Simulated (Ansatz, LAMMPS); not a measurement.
# Glassy 48SiO2-26Al2O3-13ZnO-13CaO (mol %) (150 atoms) in motion

How do the atoms of glassy 48SiO2-26Al2O3-13ZnO-13CaO (mol %) (150 atoms) move, and what local order do they keep?

Calculated with Ansatz 0.2.0; Kohn-Sham DFT, PBE, PAW (set soft_2), plane waves.

### Step 1. The structure

The cell holds 150 atoms: 22 Si, 24 Al, 6 Zn, 6 Ca and 92 O. Cell: a = 12.309 Å, b = 12.309 Å, c = 12.309 Å, α = 90.0°, β = 90.0°, γ = 90.0°. 150 atoms (22 Si, 24 Al, 6 Zn, 6 Ca, 92 O) placed at random at 2.84 g/cm³, melted at 4000 K for 10 ps at fixed volume with the Morse and Coulomb pair potential with partial charges (Pedone, Malavasi, Menziani, Cormack and Segre, J. Phys. Chem. B 110, 11780 (2006)). Quenched from 4000 K to 300 K at 20 K/ps and fixed volume, held 10 ps at zero pressure.

What the set-up can't give: The quench rate of 20 K/ps is many orders above laboratory rates, so the cell is likely richer in defects and strain than a real sample. The starting topology of bonds comes from the classical model. The Brillouin zone is sampled at Γ only, in a cell whose shortest periodic width is 12 Å.

### Step 2. Single point at the start

The forces at the start show how far the geometry lies from a minimum of this functional.

input.yaml

```yaml
crystal:
  lattice:
    - [12.3086, 0.0, 0.0]
    - [0.0, 12.3086, 0.0]
    - [0.0, 0.0, 12.3086]
  atoms:
    - { symbol: Si, position: [0.13777, 0.92918, 0.91975] }
    - { symbol: Si, position: [0.46556, 0.93378, 0.35526] }
    - { symbol: Si, position: [0.67413, 0.30246, 0.45328] }
    - { symbol: Si, position: [0.90369, 0.64699, 0.48653] }
    [... 140 atom lines left out ...]
    - { symbol: O, position: [0.858, 0.77159, 0.45973] }
    - { symbol: O, position: [0.25487, 0.65717, 0.47032] }
    - { symbol: O, position: [0.16933, 0.47178, 0.55172] }
    - { symbol: O, position: [0.36878, 0.72918, 0.0545] }
    - { symbol: O, position: [0.37064, 0.84479, 0.34626] }
    - { symbol: O, position: [0.99646, 0.40664, 0.45214] }
kpoints:
  mp_grid: { grid: [1, 1, 1] }
hamiltonian:
  xc: pbe
scf:
  occupations: { method: fermi_dirac, width: 0.078 }
output:
  forces: true
```

Run with:

```sh
ansatz run input.yaml --threads 4 --pin off --max-ram 8192MiB --backend cpu --events-out ev --progress --plain --runs-dir out
```

It took 26 s on 4 threads of Arm Neoverse V2, shared host; peak memory 3 GiB.

Read from the output:

- free energy: -110071.2994 eV
- free energy per atom: -733.8087 eV/atom
- SCF cycles: 10
- r.m.s. force component: 1.362 eV/Å
- longest force: 6.735 eV/Å
- Fermi energy: 6.588 eV

The r.m.s. force component of 1.4 eV/Å sets the starting point.

Length of the force by element:

```tsv
element	coordination	atoms	mean length of the force (eV/Å)	spread	least	most
Al	all	24	1.71	0.750	0.504	3.21
Ca	all	6	0.972	0.181	0.647	1.17
O	all	92	2.02	1.21	0.223	6.74
Si	all	22	2.94	1.30	1.35	6.64
Zn	all	6	1.03	0.43	0.211	1.66
```

### Step 3. Dynamics started at 900 K

Without a thermostat the total energy must stay constant, which tests forces and time step. The time step is 1.0 fs.

Changes to input.yaml since step 2:

```diff
@@ -15 +15,8 @@
   forces: true
+md:
+  timestep: 1.0
+  n_steps: 116
+  ensemble: nve
+  temperature: 900
+  initial_velocities: maxwell_boltzmann
+  seed: 7349
```

Wall time 32 min (4 threads); peak memory 3.3 GiB; 2.1 h of CPU time.

The program notes that it switched symmetry off.

Rows from the run:

```tsv
time (fs)	T (K)	potential (meV/atom)	conserved (meV/atom)
0.0	900	0.0	0.00
8.0	826	9.6	0.03
15.0	794	13.6	0.01
23.0	765	17.3	0.02
31.0	658	31.1	0.07
39.0	755	18.6	-0.02
46.0	733	21.5	0.03
54.0	718	23.4	0.02
62.0	752	19.1	0.04
70.0	787	14.4	-0.02
77.0	660	30.8	0.07
85.0	719	23.2	0.01
93.0	730	21.9	0.05
101.0	797	13.2	0.00
108.0	791	14.0	0.02
116.0	745	19.9	0.03
```

Mean square displacement from the first frame to the last: Si 0.051 Å², Al 0.082 Å², Zn 0.11 Å², Ca 0.12 Å², O 0.12 Å².

Mean square displacement against time lag:

```tsv
time lag (fs)	Al (Å²)	Ca (Å²)	O (Å²)	Si (Å²)	Zn (Å²)
1.0	6.7e-5	4.5e-5	1.2e-4	7.0e-5	2.2e-5
5.0	0.00163	0.00110	0.00289	0.00169	5.4e-4
8.0	0.00406	0.00279	0.00706	0.00409	0.00137
12.0	0.00863	0.00612	0.0146	0.00823	0.00302
17.0	0.0157	0.0118	0.0254	0.0137	0.00585
22.0	0.0232	0.0188	0.0362	0.0183	0.00939
24.0	0.0261	0.0218	0.0403	0.0198	0.0110
29.0	0.0328	0.0300	0.0504	0.0228	0.0152
34.0	0.0387	0.0386	0.0603	0.0255	0.0197
36.0	0.0408	0.0421	0.0642	0.0266	0.0216
41.0	0.0459	0.0508	0.0738	0.0298	0.0263
46.0	0.0507	0.0594	0.0827	0.0334	0.0311
50.0	0.0545	0.0661	0.0886	0.0364	0.0348
53.0	0.0573	0.0710	0.0923	0.0384	0.0377
58.0	0.0619	0.0786	0.0973	0.0415	0.0424
```

Over the second half of 116 fs the temperature averages 748 K with swings of 43 K r.m.s. The conserved energy stays within 0.09 meV/atom. From first frame to last O has the largest mean square displacement, 0.12 Å² at the end; the farthest move is 0.77 Å. The mean temperature of 748 K lies well off the 900 K of the input: without a thermostat, part of the starting kinetic energy flows into potential energy (about half from a start near a minimum). The count of bonds goes from 243 in the first frame to 244 in the last, by one set of cutoffs: 4 pairs passed out of them and 5 came within. The run spans 0.12 ps, too short for its means to be equilibrium values.

### Step 4. Distances and neighbours late in the run

The g(r) is a mean over the second half; what follows it is taken at the last frame.

Bonds before and after, by the cutoffs listed below:

```tsv
pair	bonds before	bonds after	mean before (Å)	mean after (Å)	spread before (Å)	spread after (Å)
O-Al	96	95	1.759	1.784	0.079	0.082
O-Si	88	88	1.610	1.648	0.061	0.056
O-Ca	33	35	2.490	2.449	0.187	0.202
O-Zn	26	26	2.050	2.059	0.114	0.171
```

Density 3.00 g/cm³, 12.43 Å³ an atom.

Mean of 16 frames. g(r), total and by pair (bins of 0.2 Å):

```tsv
r (Å)	total	O-O	O-Al	O-Si	O-Ca	O-Zn	Al-Al
1.40	0.01	0.00	0.00	0.06	0.00	0.00	0.00
1.60	2.02	0.00	1.54	9.60	0.00	0.00	0.00
1.80	2.04	0.00	7.78	2.26	0.00	2.08	0.00
2.00	0.35	0.00	0.79	0.00	0.55	3.38	0.00
2.20	0.23	0.00	0.03	0.00	2.07	2.56	0.00
2.40	0.31	0.38	0.07	0.00	2.80	0.21	0.00
2.60	1.09	2.46	0.19	0.01	1.73	0.35	0.00
2.80	1.23	2.72	0.22	0.06	0.61	0.41	0.81
3.00	1.12	1.61	0.38	0.24	0.63	0.55	3.03
3.20	1.02	0.92	0.57	0.62	0.58	0.24	3.17
3.40	0.89	0.71	1.18	0.78	0.58	0.97	0.88
3.60	0.99	0.78	1.27	1.28	0.81	1.05	0.62
3.80	0.99	0.80	1.35	1.18	0.90	1.22	0.61
4.00	1.12	0.70	1.36	1.95	1.17	1.25	0.90
4.20	1.21	0.65	1.74	1.92	0.81	1.73	1.04
4.40	1.13	0.76	1.33	1.55	1.36	1.44	0.68
4.60	0.92	0.89	0.99	0.89	1.27	1.02	0.54
4.80	0.95	1.16	0.74	0.64	1.64	0.95	0.94
5.00	1.00	1.33	0.70	0.68	0.97	0.73	0.91
5.20	0.96	1.37	0.67	0.54	0.81	0.62	0.93
5.40	1.01	1.26	0.79	0.81	0.92	0.73	0.77
5.60	0.95	1.06	0.81	0.82	0.83	0.66	1.11
5.80	1.00	0.95	0.91	1.00	0.91	1.25	1.04
6.00	0.98	0.89	1.11	1.14	0.81	0.85	1.07
```

Bonds by pair of elements; cutoffs follow the first minimum of g(r), held within bounds set by covalent radii, and pairs that aren't listed don't count as bonded:

```tsv
pair A-B	cutoff (Å)	bonds	mean length (Å)	spread (Å)	shortest (Å)	B about A	A about B
O-Al	2.23	95	1.78	0.082	1.64	1.03	3.96
O-Si	2.16	88	1.65	0.056	1.53	0.957	4
O-Ca	2.93	35	2.45	0.202	1.99	0.38	5.83
O-Zn	2.48	26	2.06	0.171	1.73	0.283	4.33
```

How many atoms have how many bonded neighbours:

```tsv
element	mean	2	3	4	5	6	7
Al	3.96	0	1	23	0	0	0
Ca	5.83	0	0	0	2	3	1
O	2.65	34	56	2	0	0	0
Si	4	0	0	22	0	0	0
Zn	4.33	0	0	4	2	0	0
```

Bond angles (no mean is given where the spread exceeds 20°):

```tsv
angle	count	mean (°)	spread (°)
O-Al-O	141	109	12.4
O-Si-O	132	109	7.6
O-Ca-O	86	-	-
Al-O-Si	55	134	15
O-Zn-O	44	-	-
```

Oxygen atoms by the number of network formers (Si, P, Ge, B, Al, As, Ga) bound to them:

```tsv
network formers bound to O	O atoms	per cent
0	0	0
1	9	9.8
2	75	81.5
3	8	8.7
```

Network units: each former by its oxygen neighbours and how many of them bridge to another former:

```tsv
former	O neighbours	bridging O	atoms
Si	4	3	8
Si	4	4	14
Al	3	3	1
Al	4	3	1
Al	4	4	22
```

Bond length by coordination (bonds to H left out):

```tsv
element	coordination	atoms	mean bond length (Å)
Al	3	1	1.77
Al	4	23	1.78
Ca	5	2	2.37
Ca	6	3	2.47
Ca	7	1	2.50
O	2	34	1.69
O	3	56	1.92
O	4	2	2.06
Zn	4	4	2.03
Zn	5	2	2.11
```

Rings of the network by King's shortest-path rule, up to 12 atoms, one path for each pair of neighbours; H, halogens, alkali and alkaline-earth atoms are left out, and the last column divides by all other atoms, bonded or not:

```tsv
ring size (atoms)	rings	per network atom
4	8	0.056
6	10	0.069
8	34	0.236
10	40	0.278
12	30	0.208
```

First main peaks of g(r), for some of the pairs, lie near 2.7 Å (O-O), 1.8 Å (O-Al), 1.6 Å (O-Si), 2.5 Å (O-Ca) and 2.0 Å (O-Zn). With the cutoffs above, 96 % of Al atoms have 4, 50 % of Ca atoms have 6, 61 % of O atoms have 3 and all Si atoms have 4 bonded neighbours. The O-Al-O angle averages 109° with a spread of 12°. Counting bonds to Si and Al alone, not to Zn, 82 % of the oxygens join two of these atoms and 10 % one; 9 % join three. The commonest Al unit has 4 oxygens, 4 of them shared with other formers (22 of 24 atoms). Rings of 10 atoms are the most common (33 % of those counted); sizes run from 4 to 12, where the search stops.

### Step 5. Single point at the last frame

The last frame is solved once more, with the analyses that the dynamics left out.

input.yaml

```yaml
crystal:
  lattice:
    - [12.3086, 0.0, 0.0]
    - [0.0, 12.3086, 0.0]
    - [0.0, 0.0, 12.3086]
  atoms:
    - { symbol: Si, position: [0.14789, 0.93184, 0.91592] }
    - { symbol: Si, position: [0.46082, 0.9402, 0.35727] }
    - { symbol: Si, position: [0.70107, 0.29451, 0.43938] }
    - { symbol: Si, position: [0.89057, 0.65084, 0.50783] }
    [... 140 atom lines left out ...]
    - { symbol: O, position: [0.85654, 0.76784, 0.4768] }
    - { symbol: O, position: [0.23716, 0.65689, 0.4503] }
    - { symbol: O, position: [0.16864, 0.47225, 0.52874] }
    - { symbol: O, position: [0.37142, 0.71857, 0.07484] }
    - { symbol: O, position: [0.37287, 0.83567, 0.34193] }
    - { symbol: O, position: [0.97974, 0.41819, 0.4557] }
kpoints:
  mp_grid: { grid: [1, 1, 1] }
hamiltonian:
  xc: pbe
scf:
  occupations: { method: fixed }
output:
  forces: true
  stress: true
  populations: true
  dos:
    method: { smearing: { sigma: 0.1 } }
    de: 0.1
    projected: { site_lists: { Al: [Al], Ca: [Ca], O: [O], Si: [Si], Zn: [Zn] } }
  eigenvalues: true
  write_density: true
  write_potential: true
  volumetric_format: npy
```

Wall time 47 s (4 threads); peak memory 3 GiB; 3.1 min of CPU time.

Read from the output:

```
free energy                                      : -110068.3170 eV
free energy per atom                             : -733.7888 eV/atom
SCF cycles                                       : 10
pressure                                         : 2.987 GPa
r.m.s. force component                           : 1.31 eV/Å
longest force                                    : 5.258 eV/Å
Fermi energy                                     : 5.207 eV
gap (highest filled to lowest empty level) : 2.353 eV
spilling of the projection                       : 0.01118
```

Neighbours are counted within 2.23 Å (O-Al), 2.16 Å (O-Si), 2.93 Å (O-Ca), 2.48 Å (O-Zn), the cutoffs taken from the dynamics.

Length of the force by element and coordination:

```tsv
element	coordination	atoms	mean length of the force (eV/Å)	spread	least	most
Al	all	24	1.82	0.741	0.427	3.68
Al	3	1	1.82	0	1.82	1.82
Al	4	23	1.82	0.757	0.427	3.68
Ca	all	6	1.38	0.692	0.624	2.35
Ca	5	2	1.46	0.838	0.624	2.30
Ca	6	3	1.38	0.689	0.831	2.35
Ca	7	1	1.20	0	1.20	1.20
O	all	92	1.93	1.04	0.437	5.12
O	2	34	1.74	0.761	0.437	3.72
O	3	56	2.05	1.17	0.439	5.12
O	4	2	2.04	0.399	1.64	2.44
Si	all	22	2.83	1.34	0.277	5.26
Zn	all	6	1.03	0.315	0.720	1.56
Zn	4	4	0.970	0.227	0.782	1.35
Zn	5	2	1.14	0.418	0.720	1.56
```

Löwdin charges by element and coordination (they lack the spilled electrons, 0.063 e an atom on average):

```tsv
element	coordination	atoms	mean charge (e)	spread	least	most
Al	all	24	1.31	0.0442	1.20	1.38
Al	3	1	1.31	0	1.31	1.31
Al	4	23	1.31	0.0452	1.20	1.38
Ca	all	6	1.80	0.0164	1.77	1.82
Ca	5	2	1.81	0.0024	1.81	1.81
Ca	6	3	1.80	0.0209	1.77	1.82
Ca	7	1	1.81	0	1.81	1.81
O	all	92	-0.861	0.0699	-1.02	-0.717
O	2	34	-0.818	0.0586	-0.994	-0.717
O	3	56	-0.883	0.0635	-1.02	-0.763
O	4	2	-0.952	0.0061	-0.958	-0.946
Si	all	22	1.69	0.038	1.59	1.75
Zn	all	6	1.53	0.0177	1.51	1.55
Zn	4	4	1.52	0.012	1.51	1.54
Zn	5	2	1.54	0.0101	1.53	1.55
```

Density of states as counts of states in windows of 1 eV (from the Fermi level), total and the larger projections:

```tsv
from (eV)	to (eV)	total	O p	Zn d
-10	-9	11.2	7.5	0.1
-9	-8	18.4	12.5	0.4
-8	-7	33.4	22.3	3.5
-7	-6	61.0	37.4	12.6
-6	-5	90.4	51.9	25.5
-5	-4	86.4	64.4	9.4
-4	-3	97.2	84.1	3.3
-3	-2	110.3	100.8	2.2
-2	-1	82.8	76.8	2.0
-1	0	18.1	16.9	0.3
0	1	0.5	0.5	0.0
1	2	0.0	0.0	0.0
2	3	3.3	0.5	0.0
3	4	7.0	1.3	0.0
4	5	20.7	2.8	0.0
```

With fixed occupations the program's Fermi level is the highest filled level; weight inside the gap is the broadening of levels at its edges.

Between -26 and -10 eV lie 222 more states.

The levels nearest the highest filled one (over half full), pooled over k-points and spins:

```tsv
level less the highest filled one (eV)	occupation
-0.657	2
-0.587	2
-0.445	2
-0.195	2
-0.179	2
0	2
2.35	0
3.02	0
3.75	0
3.77	0
3.87	0
4.12	0
```

Mean Löwdin charges: Al +1.31, Ca +1.80, O -0.86, Si +1.69, Zn +1.53 e (they miss 1.1 % of the electrons, so they add up to more than the cell's charge).

### Step 6. Outcome

```
mean temperature, second half                                : 747.9 K
temperature swing, second half                               : 42.92 K
slope of the conserved energy against time, by least squares : 0.0596 meV/atom/ps
free energy per atom                                         : -733.7888 eV/atom
pressure                                                     : 2.987 GPa
r.m.s. force component                                       : 1.31 eV/Å
gap (highest filled to lowest empty level)             : 2.353 eV
wall time of the 3 DFT runs                                  : 33 min
```

Over the second half of 116 fs the temperature averages 748 K with swings of 43 K r.m.s. The conserved energy stays within 0.09 meV/atom. The mean temperature of 748 K lies well off the 900 K of the input: without a thermostat, part of the starting kinetic energy flows into potential energy (about half from a start near a minimum). The count of bonds goes from 243 in the first frame to 244 in the last, by one set of cutoffs: 4 pairs passed out of them and 5 came within. The run spans 0.12 ps, too short for its means to be equilibrium values. With the cutoffs above, 96 % of Al atoms have 4, 50 % of Ca atoms have 6, 61 % of O atoms have 3 and all Si atoms have 4 bonded neighbours. Counting bonds to Si and Al alone, not to Zn, 82 % of the oxygens join two of these atoms and 10 % one; 9 % join three.

The highest filled and lowest empty levels differ by 2.35 eV (at Γ alone); a semilocal functional tends to put such gaps too low. In a disordered cell it changes from sample to sample, and tail or defect levels can set it.

**Limits.** The network of bonds at the start is that of the classical potential that made the cell; in DFT 4 of its 243 bonded pairs passed out of the cutoffs and 5 came within them. The pressure of 3.0 GPa is that of one thermal frame at a volume set beforehand, without the kinetic term.

[Logs are printed without paths, hosts, clocks, repeated set-up lines and the standing remarks that a program may print on its own settings, such as how far it seeks lower states.]

[Hosts, paths, dates, database ids (printed as entryN), source tags and the programs' standing remarks are cut or masked in the printed files.]
